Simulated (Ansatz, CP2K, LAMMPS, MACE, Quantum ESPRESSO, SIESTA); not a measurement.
**Structure and levels of amorphous 86HfO2-14SiO2 (mol %) (84 atoms) across programs**

What does relaxation change in amorphous 86HfO2-14SiO2 (mol %) (84 atoms), and how far do other programs agree with plane waves on the relaxed cell?

All numbers are calculated, not measured.

## 1. The cell

The cell holds 84 atoms (24 Hf, 4 Si and 56 O), with edges of 10.53, 10.53 and 10.53 Å. Recipe: 84 atoms (24 Zr, 4 Si, 56 O) placed at random at 4.54 g/cm³, melted at 5000 K for 10 ps at fixed volume with the Morse and Coulomb pair potential with partial charges (Pedone, Malavasi, Menziani, Cormack and Segre, J. Phys. Chem. B 110, 11780 (2006)). Quenched from 5000 K to 300 K at 50 K/ps and fixed volume, held 5 ps, then minimised at fixed cell. Then Zr was replaced by Hf (the potential has no terms for the new elements, so the cell is a start for a DFT relaxation). Then the atoms were relaxed with MACE MPA-0 medium in the fixed cell. Then the atoms were relaxed with CP2K double zeta, PBE.

## 2. The relaxation

CP2K double zeta (DZVP-MOLOPT-SR, GTH-PBE potentials, 480 Ry; k-points Γ) took 42 geometry steps and reached its thresholds. It started from the geometry that MACE MPA-0 medium had relaxed.

Run time: 34 min. Hardware: 4 MPI ranks of AMD EPYC 7R43, shared host; peak memory 3.5 GiB.

|  | before | after |
| --- | --- | --- |
| energy (meV/atom) | 0 | -5.4 |
| Hf-O bonds under 2.82 Å | 141 at 2.148 Å | 142 at 2.149 Å |
| Si-O bonds under 2.12 Å | 16 at 1.662 Å | 16 at 1.663 Å |

Atoms moved by 0.06 Å r.m.s. and 0.15 Å at most, with the common shift taken off.

## 3. Local order after relaxation

Density 7.52 g/cm³, 13.91 Å³ an atom.

g(r), total and by pair (bins of 0.2 Å):

| r (Å) | total | O-O | O-Hf | O-Si | Hf-Hf | Hf-Si | Si-Si |
| --- | --- | --- | --- | --- | --- | --- | --- |
| 1.60 | 0.64 | 0.00 | 0.00 | 10.00 | 0.00 | 0.00 | 0.00 |
| 1.80 | 0.17 | 0.00 | 0.10 | 2.09 | 0.00 | 0.00 | 0.00 |
| 2.00 | 2.16 | 0.00 | 5.67 | 0.00 | 0.00 | 0.00 | 0.00 |
| 2.20 | 1.59 | 0.00 | 4.20 | 0.00 | 0.00 | 0.00 | 0.00 |
| 2.40 | 0.16 | 0.10 | 0.31 | 0.00 | 0.00 | 0.00 | 0.00 |
| 2.60 | 0.89 | 1.70 | 0.36 | 0.00 | 0.00 | 0.00 | 0.00 |
| 2.80 | 1.23 | 2.53 | 0.22 | 0.28 | 0.00 | 0.00 | 0.00 |
| 3.00 | 0.98 | 2.04 | 0.08 | 0.00 | 0.18 | 0.00 | 12.30 |
| 3.20 | 0.94 | 1.69 | 0.14 | 0.21 | 1.38 | 0.47 | 0.00 |
| 3.40 | 0.94 | 1.06 | 0.27 | 1.08 | 2.37 | 3.83 | 0.00 |
| 3.60 | 0.97 | 0.65 | 0.85 | 1.60 | 2.23 | 2.62 | 0.00 |
| 3.80 | 0.99 | 0.53 | 1.18 | 1.28 | 2.48 | 0.66 | 0.00 |
| 4.00 | 1.15 | 0.77 | 1.46 | 1.18 | 1.82 | 0.63 | 0.00 |
| 4.20 | 1.00 | 0.98 | 1.08 | 1.64 | 0.55 | 0.00 | 0.00 |
| 4.40 | 1.00 | 0.78 | 1.16 | 1.81 | 0.75 | 1.25 | 0.00 |
| 4.60 | 0.93 | 0.53 | 1.40 | 1.09 | 0.46 | 1.83 | 0.00 |
| 4.80 | 1.13 | 0.90 | 1.69 | 0.45 | 0.48 | 0.62 | 2.44 |
| 5.00 | 0.96 | 0.96 | 1.10 | 0.66 | 0.71 | 0.38 | 0.00 |
| 5.20 | 1.08 | 1.29 | 0.94 | 0.69 | 0.72 | 1.43 | 2.13 |

Bonds by pair of elements; cutoffs follow the first minimum of g(r), held within bounds set by covalent radii, and pairs that aren't listed don't count as bonded:

| pair A-B | cutoff (Å) | bonds | mean length (Å) | spread (Å) | shortest (Å) | B about A | A about B |
| --- | --- | --- | --- | --- | --- | --- | --- |
| O-Hf | 2.82 | 142 | 2.15 | 0.182 | 1.89 | 2.54 | 5.92 |
| O-Si | 2.12 | 16 | 1.66 | 0.029 | 1.63 | 0.286 | 4 |

How many atoms have how many bonded neighbours:

| element | mean | 2 | 3 | 4 | 5 | 6 | 7 |
| --- | --- | --- | --- | --- | --- | --- | --- |
| Hf | 5.92 | 0 | 0 | 0 | 3 | 20 | 1 |
| O | 2.82 | 15 | 37 | 3 | 1 | 0 | 0 |
| Si | 4 | 0 | 0 | 4 | 0 | 0 | 0 |

Bond angles, per cent of each kind in bins of 5°:

| angle (°) | O-Hf-O | Hf-O-Hf | O-Si-O | Hf-O-Si |
| --- | --- | --- | --- | --- |
| 55–60 | 0.3 | 0.0 | 0.0 | 0.0 |
| 60–65 | 0.0 | 0.0 | 0.0 | 0.0 |
| 65–70 | 4.0 | 0.0 | 0.0 | 0.0 |
| 70–75 | 8.0 | 0.8 | 0.0 | 0.0 |
| 75–80 | 11.4 | 1.5 | 0.0 | 0.0 |
| 80–85 | 9.7 | 0.8 | 0.0 | 0.0 |
| 85–90 | 9.4 | 0.8 | 0.0 | 0.0 |
| 90–95 | 10.5 | 6.1 | 0.0 | 0.0 |
| 95–100 | 6.3 | 12.1 | 4.2 | 0.0 |
| 100–105 | 8.6 | 12.9 | 25.0 | 5.0 |
| 105–110 | 2.9 | 12.1 | 25.0 | 0.0 |
| 110–115 | 2.3 | 8.3 | 20.8 | 10.0 |
| 115–120 | 2.9 | 5.3 | 16.7 | 10.0 |
| 120–125 | 2.3 | 4.5 | 8.3 | 0.0 |
| 125–130 | 0.6 | 9.8 | 0.0 | 20.0 |
| 130–135 | 1.7 | 10.6 | 0.0 | 0.0 |
| 135–140 | 1.1 | 5.3 | 0.0 | 35.0 |
| 140–145 | 1.4 | 3.0 | 0.0 | 10.0 |
| 145–150 | 3.1 | 3.0 | 0.0 | 0.0 |
| 150–155 | 3.4 | 3.0 | 0.0 | 0.0 |
| 155–160 | 2.0 | 0.0 | 0.0 | 5.0 |
| 160–165 | 3.4 | 0.0 | 0.0 | 0.0 |
| 165–170 | 2.0 | 0.0 | 0.0 | 0.0 |
| 170–175 | 2.9 | 0.0 | 0.0 | 5.0 |

Bond angles (no mean is given where the spread exceeds 20°):

| angle | count | mean (°) | spread (°) |
| --- | --- | --- | --- |
| O-Hf-O | 351 | - | - |
| Hf-O-Hf | 132 | 115 | 17.8 |
| O-Si-O | 24 | 110 | 6.8 |
| Hf-O-Si | 20 | 132 | 15.4 |
| Si-O-Si | 2 | 132 | 4.6 |

Bond length by coordination (bonds to H left out):

| element | coordination | atoms | mean bond length (Å) |
| --- | --- | --- | --- |
| Hf | 5 | 3 | 2.12 |
| Hf | 6 | 20 | 2.15 |
| Hf | 7 | 1 | 2.24 |
| O | 2 | 15 | 1.89 |
| O | 3 | 37 | 2.12 |
| O | 4 | 3 | 2.28 |
| O | 5 | 1 | 2.42 |

Counting bonds as in the table, 83 % of Hf atoms have 6, 66 % of O atoms have 3 and all Si atoms have 4 bonded neighbours.

## 4. The plane-wave reference

Quantum ESPRESSO 7.5: Kohn-Sham DFT, PBE, SSSP efficiency 1.3.0 pseudopotentials, plane waves. Its input for the relaxed cell:

```
&control
  calculation = 'scf'
  pseudo_dir = './pseudo'
  outdir = './tmp'
  disk_io = 'none'
  tprnfor = .true.
  tstress = .true.
/
&system
  ibrav = 0
  nat = 84
  ntyp = 3
  ecutwfc = 60
  ecutrho = 480
  nosym = .true.
  occupations = 'smearing'
  smearing = 'fd'
  degauss = 0.003675
/
&electrons
  conv_thr = 4.2e-07
  electron_maxstep = 100
  mixing_beta = 0.4
  mixing_mode = 'plain'
  diagonalization = 'david'
/
ATOMIC_SPECIES
Hf 178.490 Hf.upf
Si 28.085 Si.upf
O 15.999 O.upf
CELL_PARAMETERS angstrom
10.53210 0.00000 0.00000
0.00000 10.53210 0.00000
0.00000 0.00000 10.53210
ATOMIC_POSITIONS crystal
Hf 0.09646 0.82160 0.39693
Hf 0.80944 0.77402 0.85845
Hf 0.40934 0.14358 0.26731
[... 79 atom lines left out ...]
O 0.51319 0.14551 0.42266
O 0.25598 0.84762 0.31950
K_POINTS gamma
```

Run time: 2.9 min. Hardware: 4 MPI ranks of AMD EPYC 7R43, shared host; peak memory 3.9 GiB; 11 min of CPU time.

## 5. All levels at this geometry

CPU times are from a shared host and are rough.

```
                level                    basis or training data  k-points  own r.m.s. force (meV/Å)  difference from the reference (meV/Å)  pressure (GPa)  Kohn-Sham gap (eV)  CPU time  memory (GiB)
              QE, PBE   plane waves, SSSP efficiency, 60/480 Ry         Γ                       147                                      -           -4.01                3.80    11 min           3.9
CP2K triple zeta, PBE     TZV2P-UZH, GTH-PBE potentials, 600 Ry         Γ                       102                                    119           -6.84                3.84    13 min           7.1
      SIESTA DZP, PBE  DZP orbitals, shift 0.01 Ry, mesh 400 Ry         Γ                       261                                    170           -2.13                3.69   5.1 min           1.9
    MACE MPA-0 medium        trained on PBE(+U) plane-wave data         -                       177                                     87           -4.13                   -     8.1 s           1.0
```

The gap is the spacing of the highest filled and lowest empty Kohn-Sham level on the mesh; a dash marks partly filled levels, a spacing under 0.15 eV or a method without such levels.

## 6. Outcome

Relaxation in the fixed cell lowers the energy by 5 meV/atom at its own level and moves atoms by up to 0.15 Å. By the cutoffs of the final cell 2 bonds formed and 1 was lost, leaving 158. The reference finds an r.m.s. force of 147 meV/Å there and a pressure of -4.01 GPa, at a geometry that CP2K double zeta made.

Forces differ from the reference's by 87 meV/Å (MACE MPA-0 medium), 119 meV/Å (CP2K triple zeta, PBE) and 170 meV/Å (SIESTA DZP, PBE). CP2K double zeta is at its own minimum here, so the reference's force is itself a measure of how the two differ. Pressures lie -0.1 GPa (MACE MPA-0 medium), -2.8 GPa (CP2K triple zeta, PBE) and +1.9 GPa (SIESTA DZP, PBE) from the reference's. The highest filled and lowest empty levels lie 3.80 eV apart in the reference, against 3.84 eV in CP2K triple zeta, PBE and 3.69 eV in SIESTA DZP, PBE. Counting bonds as in the table, 83 % of Hf atoms have 6, 66 % of O atoms have 3 and all Si atoms have 4 bonded neighbours.

**Limits.** The density was set by the recipe and held. One sample of a disordered cell; defect or tail levels can set the gap. Gaps are read on the mesh, which holds the band edges only if they fold onto it, and semilocal functionals tend to put them under measured ones. The quench rate of 50 K/ps is many orders above laboratory rates, so the cell is likely richer in defects and strain than a real sample. The reference samples only Γ, in a cell whose shortest periodic width is 11 Å. Spin–orbit coupling is left out, which matters for the levels of the heavy elements. The plane-wave runs aren't exact: their cutoffs and mesh weren't converged further here. SIESTA's automatically made basis is far from complete, and its potentials were converted by us (checked for H, C, O, Si, Ge and Ca alone). Where levels are smeared, the DFT runs use Fermi–Dirac occupations at 580 K (0.05 eV), and energies are free energies.

[Logs are printed without paths, hosts, clocks, repeated set-up lines and the standing remarks that a program may print on its own settings, such as how far it seeks lower states.]

[Hosts, paths, dates, database ids (printed as entryN), source tags and the programs' standing remarks are cut or masked in the printed files.]
